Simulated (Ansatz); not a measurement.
## Mo2C(OH)2 MXene monolayer in a perpendicular field

Wanted: the out-of-plane response of the Mo2C(OH)2 MXene monolayer. A positive field points along +c.

Main program and level: Ansatz 0.2.0; plane-wave DFT, PBE-D3(BJ), Ansatz PAW.

Report form: the programs' logs are mostly left out.

## 1. Set-up

The cell holds 7 atoms: 2 H, 2 O, 2 Mo and 1 C. Its edges and angles: a = 3.025 Å, b = 3.025 Å, c = 43.979 Å, α = 90.0°, β = 90.0°, γ = 120.0°. Vacuum lies along c.

## 2. Relaxing the slab

The starting cell is a guess, so the in-plane lattice and the atoms are relaxed first, with the slab cut off from its images along the normal.

The input, input.yaml:

```yaml
crystal:
  lattice:
    - [3.024736, 0.0, 0.0]
    - [-1.512368, 2.6194982157, 0.0]
    - [0.0, 0.0, 43.9790393164]
  atoms:
    - { symbol: H, position: [0.3333333333, 0.6666666667, 0.4263394629] }
    - { symbol: O, position: [0.3333333333, 0.6666666667, 0.4486228055] }
    - { symbol: Mo, position: [0.6666666667, 0.3333333333, 0.4728625214] }
    - { symbol: C, position: [0.0, 0.0, 0.5] }
    - { symbol: Mo, position: [0.3333333333, 0.6666666667, 0.5271374786] }
    - { symbol: O, position: [0.6666666667, 0.3333333333, 0.5513771945] }
    - { symbol: H, position: [0.6666666667, 0.3333333333, 0.5736605371] }
  periodic: [true, true, false]
kpoints:
  mp_grid: { grid: [12, 12, 1] }
hamiltonian:
  xc: pbe
  dispersion: d3bj
scf:
  occupations: { method: fermi_dirac, width: 0.05 }
  convergence: { dr2_threshold: 1.0e-09 }
relax:
  f_tol: 0.004
  max_steps: 90
  cell: {}
output:
  write_potential: true
  write_density: true
  volumetric_format: npy
```

Command:

```sh
> ansatz run input.yaml --threads 2 --pin off --max-ram 3072MiB --backend cpu --events-out ev --progress --plain --runs-dir out
```

It took 62 s on 2 threads of Intel Xeon Platinum 8375C at 2.90GHz (Ice Lake), shared host; peak memory 0.78 GiB; 2 min of CPU time.

This run has no spin polarisation, although Mo can carry a moment.

Step by step:

```tsv
step	energy less that of the first step (eV)	largest force component (eV/Å)	volume (Å³)
1	0.0000	4.0209	348.46
2	-1.2147	1.4331	354.21
3	-1.4889	0.5496	343.42
4	-1.5176	0.7587	324.24
5	-1.5568	0.1926	333.24
6	-1.5703	0.2193	327.76
7	-1.5725	0.0591	326.52
8	-1.5723	0.0017	326.94
9*	-1.5612	0.0045	326.94
10	-1.5620	0.0066	326.17
11	-1.5620	0.0002	326.14
12*	-1.5614	0.0003	326.14
```

Relaxation steps marked * repeat the geometry before them on a plane-wave basis chosen anew for their cell, so energy and pressure can jump there.

Forces are held to the 12 operations that the run works with; a distortion that breaks them can't arise in this run.

```tsv
cell as run	before	after	change
a (Å)	3.025	2.926	-3.3 %
b (Å)	3.025	2.926	-3.3 %
```

The atoms that moved most (Å, along periodic axes as changes of fractional coordinates times the final cell, across vacuum about the mean position):

```tsv
atom	dx	dy	dz	length
O6	0.000	0.000	0.483	0.483
O2	0.000	0.000	-0.483	0.483
H1	0.000	0.000	-0.483	0.483
H7	0.000	0.000	0.483	0.483
Mo5	0.000	0.000	0.101	0.101
Mo3	0.000	0.000	-0.101	0.101
```

This step gave:

| Quantity | Value |
| --- | --- |
| energy at zero smearing | -11329.6647 eV |

The lattice constant a goes from 3.025 to 2.926 Å.

## 3. Atoms held, field 0

A sawtooth potential applies the field, turning back in the middle of the vacuum. With the dipole correction the typed value is the field outside the slab. The induced dipole is small, so the SCF threshold is tight.

The cell differs from the one that the last finished run ended in (c 43.979 → 25.444 Å).

The input, input.yaml:

```yaml
crystal:
  lattice:
    - [2.9262459003, 0.0, 0.0]
    - [-1.4631229502, 2.5342032874, 0.0]
    - [0.0, 0.0, 25.4442533609]
  atoms:
    - { symbol: H, position: [0.3333333333, 0.6666666667, 0.3537144467] }
    - { symbol: O, position: [0.3333333333, 0.6666666667, 0.3921989738] }
    - { symbol: Mo, position: [0.6666666667, 0.3333333333, 0.4491397721] }
    - { symbol: C, position: [0.0, 0.0, 0.5] }
    - { symbol: Mo, position: [0.3333333333, 0.6666666667, 0.5508602279] }
    - { symbol: O, position: [0.6666666667, 0.3333333333, 0.6078010262] }
    - { symbol: H, position: [0.6666666667, 0.3333333333, 0.6462855533] }
kpoints:
  mp_grid: { grid: [18, 18, 1] }
  band_path:
    path: [[0, 0, 0], [0.5, 0, 0], [0.33333333, 0.33333333, 0], [0, 0, 0]]
    npoints: 16
hamiltonian:
  xc: pbe
  dispersion: d3bj
scf:
  occupations: { method: fermi_dirac, width: 0.02585 }
  convergence: { dr2_threshold: 1.0e-10 }
efield:
  axis: 3
  dipole_correction: true
  ramp_position: 0.97
  ramp_width: 0.06
  amplitude: 0
output:
  dos: { projected: true, e_range: [-6, 5] }
  write_potential: true
  write_density: true
  volumetric_format: npy
  elf: true
```

It took 13 s on 2 threads; peak memory 0.64 GiB; 26 s of CPU time.

Numbers from this step:

| Item | Value |
| --- | --- |
| energy at zero smearing | -11329.6661 eV |
| work function, upper face | 2.152 eV |
| dipole along the normal | 4.18e-8 e·Å |

Running mean over a fixed 2.7 Å (it still follows the layers) of the planar mean; the ramp of the sawtooth is left out. The electron's electrostatic potential energy less the Fermi level by z:

```tsv
z (Å)	electron's electrostatic potential energy less the Fermi level (eV)
3	2.15
4	2.15
5	2.13
6	2.08
7	1.84
8	0.798
9	-1.79
10	-7.25
11	-13.0
12	-14.4
13	-14.9
14	-13.7
15	-10.7
16	-3.31
17	-0.0430
18	1.51
19	2.01
20	2.12
21	2.14
22	2.15
```

The density of states has structure finer than the step of the table below, so its rows give means over 0.2 eV, whole bins alone (the curve runs from -6 to 0.51 eV). Peaks (eV: height): -5.86: 12.1, -5.70: 8.96, -5.59: 13.2, -5.31: 11.9, -0.84: 5.79, -0.02: 8.57, 0.23: 8.48.

Table of density of states by energy, zero at the Fermi level; means over each step:

```tsv
energy (eV)	density of states (states/eV a cell)
-5.8	7.13
-5.6	10.4
-5.4	6.71
-5.2	7.31
-5.0	3.09
-4.8	1.38
-4.6	1.57
-4.4	1.12
-4.2	0.931
-4.0	0.840
-3.8	0.889
-3.6	1.62
-3.4	1.49
-3.2	1.28
-3.0	1.78
-2.8	1.31
-2.6	0.963
-2.4	0.745
-2.2	0.628
-2.0	1.67
-1.8	1.53
-1.6	1.13
-1.4	1.12
-1.2	1.11
-1.0	1.44
-0.8	3.78
-0.6	2.72
-0.4	2.39
-0.2	2.52
0.0	3.65
0.2	4.76
0.4	4.07
```

Projected DOS per atom over height of the atomic layer and energy from the Fermi level. Layers: H O Mo C Mo O H from below.

Ten even steps from '_' (0.00 states/eV) to '@' (2.14 states/eV), each cell a mean:
```
__..##__##..__
____##..##____
____==__==____
____==__==____
____**..**____
____::__::____
____::__::____
____::__::____
____::__::____
____..__..____
____..__..____
____::__::____
____......____
__....::....__
______..______
____..__..____
____......____
____::..::____
__--::..::--__
__@@++++++@@__
__%%**@@**%%__
__##++%%++##__
```
Columns: height of the atomic layer (Å) from 9 to 16.4 (not evenly spaced); rows upwards: energy from the Fermi level (eV) from -5.96 to 0.52.

The electronic bands at the labelled points (eV, zero at the Fermi level):

```tsv
point	band 20	band 21	band 22	band 23	band 24	band 25	band 26	band 27
Γ	-3.18	-3.18	-1.61	-1.61	0.06	0.07	0.09	0.09
halfway	-3.74	-3.50	-1.38	-0.32	-0.27	0.00	0.70	1.10
M	-4.57	-3.59	-0.87	1.45	1.71	1.73	2.06	2.69
halfway	-5.31	-2.58	-0.52	0.48	0.94	1.27	1.52	2.67
K	-5.45	-1.01	-0.27	-0.27	0.33	0.84	0.84	3.25
halfway	-4.68	-2.32	-2.13	-0.77	0.28	0.70	0.96	0.99
Γ	-3.18	-3.18	-1.61	-1.61	0.06	0.07	0.09	0.09
```

Valence density in the ca plane at fractional y = 0.333, with atoms of Mo and O and H within 0.2 Å of it. It is the smooth field of the valence electrons, not physical close to the nuclei.

Values in e/Å³, 5 rows by 16 columns, each cell a mean:
```
0.0 0.0 0.0 0.0 0.0 0.1 0.4 3.3 0.9 0.3 0.4 1.8 0.6 0.0 0.0 0.0
0.0 0.0 0.0 0.0 0.0 0.0 0.9 6.1 1.8 0.2 0.4 5.2 2.0 0.1 0.0 0.0
0.0 0.0 0.0 0.0 0.0 0.1 0.4 3.3 0.9 0.3 0.4 1.9 0.6 0.0 0.0 0.0
0.0 0.0 0.0 0.0 0.0 0.2 0.4 0.4 0.5 0.6 0.7 0.2 0.1 0.0 0.0 0.0
0.0 0.0 0.0 0.0 0.0 0.2 0.4 0.4 0.5 0.6 0.7 0.2 0.1 0.0 0.0 0.0
```
Columns run along c (16.0 Å, from fractional 0.16 to 0.79 of the cell), rows up along a (2.9 Å). Atoms in or near the plane, at fractional coordinates: Mo at (0.45, 0.67), O at (0.61, 0.67), H at (0.65, 0.67).

ELF in the ca plane at fractional y = 0.333, with atoms of Mo and O and H within 0.2 Å of it. It is the smooth field of the valence electrons, not physical close to the nuclei.

Ten even steps from '0' (0.00) to '9' (0.97), each cell a mean:
```
00000000000000000000001221366323322214886553
00000000000000000000000013766631122226767997
00000000000000000000000014755741112237537998
00000000000000000000000112676632222226877886
00000000000000000000012331355324322213776442
00000000000000000000124663122356523421232100
00000000000000000001234674123467523431000000
00000000000000000000123552122246523321332100
```
Columns run along c (16.0 Å, from fractional 0.06 to 0.69 of the cell), rows up along a (2.9 Å). Atoms in or near the plane, at fractional coordinates: Mo at (0.45, 0.67), O at (0.61, 0.67), H at (0.65, 0.67).

Electrostatic potential energy in the ca plane at fractional y = 0.333, with atoms of Mo and O and H within 0.2 Å of it. With pseudopotentials it is smooth inside the atoms' cores, unlike the true potential.

Ten even steps from '0' (-51 eV) to '9' (6 eV), each cell a mean:
```
99999997422589998888779999999999999999999999
99999985000169999996214569999999999999999999
99999984000069999994002148999999999999999999
99999986100279999996325679999999999999999999
99999998533689988788889999999999999999999999
99999999888898876678999999999999999999999999
99999999999998875568999999999999999999999999
99999999877899876678999999999999999999999999
```
Columns run along c (16.0 Å, from fractional 0.31 to 0.94 of the cell; values clipped at the 3rd and 97th percentile), rows up along a (2.9 Å). Atoms in or near the plane, at fractional coordinates: Mo at (0.45, 0.67), O at (0.61, 0.67), H at (0.65, 0.67).

The work function of the upper face is 2.15 eV.

## 4. Single point, field 0.1 V/Å

input.yaml: that of step 3 with these lines changed.

```diff
@@ -29,5 +29,4 @@
   ramp_width: 0.06
-  amplitude: 0
+  amplitude: 0.1
 output:
-  dos: { projected: true, e_range: [-6, 5] }
   write_potential: true
@@ -35,2 +34 @@
   volumetric_format: npy
-  elf: true
```

Elapsed: 16 s, on 2 threads; peak memory 0.61 GiB; 31 s of CPU time.

The dipole is 0.0524 e·Å.

## 5. Atoms held, field -0.1 V/Å

input.yaml: that of step 4 with these lines changed.

```diff
@@ -29,3 +29,3 @@
   ramp_width: 0.06
-  amplitude: 0.1
+  amplitude: -0.1
 output:
```

Elapsed: 16 s, on 2 threads; peak memory 0.61 GiB; 31 s of CPU time.

The dipole is -0.0524 e·Å.

## 6. Response, atoms held

This step: plane-wave DFT, PBE-D3(BJ), Ansatz PAW; response to a field along the normal, atoms held (Ansatz 0.2.0).

The dipoles give the slope, and the difference of two potentials shows where the field is screened.

This step gave:

| Item | Value |
| --- | --- |
| equivalent conductor thickness p/(ε₀AE) | 12.79 Å |
| distance between the outer atoms | 7.444 Å |

The dipole of the cell by applied field:

```tsv
applied field (V/Å)	dipole of the cell (e·Å)
-0.1000	-0.0524
0.0000	0
0.1000	0.0524
```

Local field over the applied field, running mean. From the potentials at -0.1 and 0.1 V/Å; running mean over 2.5 Å. Table of local field over applied field by z:

```tsv
z (Å)	local field over applied field
4.5	0.949
5.0	0.912
5.5	0.852
6.0	0.759
6.5	0.624
7.0	0.447
7.5	0.247
8.0	0.0670
8.5	-0.0627
9.0	-0.134
9.5	-0.149
10.0	-0.126
10.5	-0.0860
11.0	-0.0536
11.5	-0.0296
12.0	-0.0114
12.5	0.00781
13.0	0.00656
13.5	-0.0138
14.0	-0.0313
14.5	-0.0571
15.0	-0.0901
15.5	-0.130
16.0	-0.149
16.5	-0.130
17.0	-0.0505
17.5	0.0844
18.0	0.269
18.5	0.469
19.0	0.641
19.5	0.771
20.0	0.860
20.5	0.917
21.0	0.952
```

The induced electron density oscillates, so the rows of the table below give means over windows of 0.5 Å about each position, cut where the curve ends. Its maxima inside the range that stand out by 2 % of the span (Å: e/Å³ per V/Å): 7.77: 0.00295, 9.61: 1.7e-4, 10.46: 7.5e-4, 14.14: 0.00105, 15.41: 0.00171, 16.26: 0.00120. Its minima: 9.19: -0.00120, 10.04: -0.00171, 11.31: -0.00105, 14.98: -7.5e-4, 15.83: -1.7e-4, 17.67: -0.00295.

Electrons, planar mean, per unit field. Induced electron density against z; means over each step:

```tsv
z (Å)	induced electron density (e/Å³ per V/Å)
4.5	2.5e-4
5.0	4.1e-4
5.5	6.9e-4
6.0	0.00110
6.5	0.00169
7.0	0.00235
7.5	0.00284
8.0	0.00274
8.5	0.00141
9.0	-7.8e-4
9.5	-3.7e-4
10.0	-9.7e-4
10.5	4.7e-4
11.0	-4.7e-4
11.5	-6.8e-4
12.0	-1.1e-4
12.5	-7.1e-5
13.0	8.2e-5
13.5	1.3e-4
14.0	7.6e-4
14.5	3.0e-4
15.0	-3.8e-4
15.5	9.3e-4
16.0	5.0e-4
16.5	6.0e-4
17.0	-0.00161
17.5	-0.00281
18.0	-0.00281
18.5	-0.00228
19.0	-0.00161
19.5	-0.00105
20.0	-6.5e-4
20.5	-3.9e-4
21.0	-2.3e-4
```

By hand: between -0.1 and 0.1 V/Å the dipole changes by 0.1049 e·Å, a slope of 0.5243 e·Å²/V. A perfect conductor of thickness t has p = ε₀AEt, so t = 180.95 × 0.5243 / 7.416 = 12.79 Å (e/ε₀ = 180.95 V·Å, A in Å²).

The induced dipole is that of a conductor 12.79 Å thick.

## 7. Outcome

- gap without field: none
- work function, upper face: 2.15 eV
- equivalent conductor thickness, atoms held: 12.8 Å

The induced dipole equals that of a perfect conductor 12.79 Å thick, while the outer atoms lie 7.44 Å apart. There is no gap over 0.03 eV, with or without the field. The main runs have no spin polarisation; a magnetic state could lie lower and would change these results. Spin-orbit coupling is left out, which matters for the bands of elements this heavy. The MXene's terminations sit over the metal atoms of its far layer; the site over carbon or nitrogen, which some compounds prefer, was not run.

[Logs are printed without paths, hosts, clocks, repeated set-up lines and the standing remarks that a program may print on its own settings, such as how far it seeks lower states.]

[Hosts, paths, dates, database ids (printed as entryN), source tags and the programs' standing remarks are cut or masked in the printed files.]

[Maps of the electrostatic potential energy from Ansatz leave out the sawtooth potential of an applied field or a dipole correction, so their vacuum need not be flat; planar profiles and work functions include it.]

[The density of states shown here was stored with 400 of the rows of the run's finer table, so its peaks can read low, often by over a quarter, or be missed, and its means over a window can be off by a tenth or more.]
